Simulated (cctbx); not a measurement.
## What resolution and counting buy: Ba2Cr2FeCuF14

Space group C2/c (no. 15), a = 14.1030 Å, b = 5.2870 Å, c = 14.6840 Å, α = 90.00°, β = 90.01°, γ = 90.00°.

| atom | mult. | x | y | z | Ueq (Å²) |
| --- | --- | --- | --- | --- | --- |
| Ba1 | 8 | 0.8163 | 0.9251 | 0.3752 | 0.0047 |
| Cu1 | 4 | 0 | 1/2 | 0 | 0.0058 |
| Fe1 | 4 | 0 | 0.5736 | 3/4 | 0.0069 |
| Cr1 | 8 | 0.8809 | 0.9865 | 0.1293 | 0.0039 |
| F1 | 8 | 0.7517 | 0.1162 | 0.5941 | 0.0056 |
| F2 | 8 | 0.8412 | 0.1883 | 0.2270 | 0.0049 |
| F3 | 8 | 0.9961 | 0.1020 | 0.3396 | 0.0059 |
| F4 | 8 | 0.9495 | 0.4452 | 0.8799 | 0.0049 |
| F5 | 8 | 0.5765 | 0.7038 | 0.9810 | 0.0059 |
| F6 | 8 | 0.8888 | 0.6915 | 0.2079 | 0.0092 |
| F7 | 8 | 0.8620 | 0.7354 | 0.5469 | 0.0077 |

The model was made for the exercise: a known structure type with other elements put in, its volume estimated, not relaxed; displacement parameters are assumed.

Five simulated data sets (cctbx; Mo Kα, λ = 0.71073 Å; 3 % proportional error) differ in resolution or exposure (noise floor 8 counts in the first three, 8 in the last two). Each is refined with the right model, isotropic at 1.1 Å and anisotropic otherwise. How do the figures of merit and the uncertainties move?

| d min (Å) | top counts | ⟨I/σ⟩ (unmerged, absences included) | unique | param. (scale apart) | Rint | R1 | GooF | largest s.u. xyz (fractional) | s.u. U of F1 (Å²) | largest error (Å) |
| --- | --- | --- | --- | --- | --- | --- | --- | --- | --- | --- |
| 1.1 | 70000 | 11.1 | 426 | 39 | 0.021 | 0.0137 | 1.53 | 0.00051 | 0.0007 | 0.0072 |
| 0.84 | 70000 | 10.4 | 942 | 92 | 0.021 | 0.0092 | 0.89 | 0.00020 | 0.0005 | 0.0027 |
| 0.6 | 70000 | 9.5 | 2605 | 92 | 0.021 | 0.0112 | 0.91 | 0.00014 | 0.0002 | 0.0014 |
| 0.75 | 300 | 0.7 | 1324 | 92 | 0.309 | 0.0893 | 0.93 | 0.00453 | 0.0089 | 0.0816 |
| 0.75 | 3000 | 3.4 | 1324 | 92 | 0.059 | 0.0295 | 0.93 | 0.00079 | 0.0017 | 0.0135 |

GooF reaches 1.53 where the model lacks something that the data hold (anisotropy at the isotropic level, for one). The s.u. of U for F1 goes 0.0007, 0.0005, 0.0002 Å² with resolution and 0.0089, 0.0017 Å² with exposure.

The 1.1 Å row also differs in its displacement model, so it isn't a clean test of resolution.

Hardware for the 0.6 Å refinement: 0.71 s on 1 thread of Arm Neoverse N1 (shared host), peak memory 0.1 GiB.
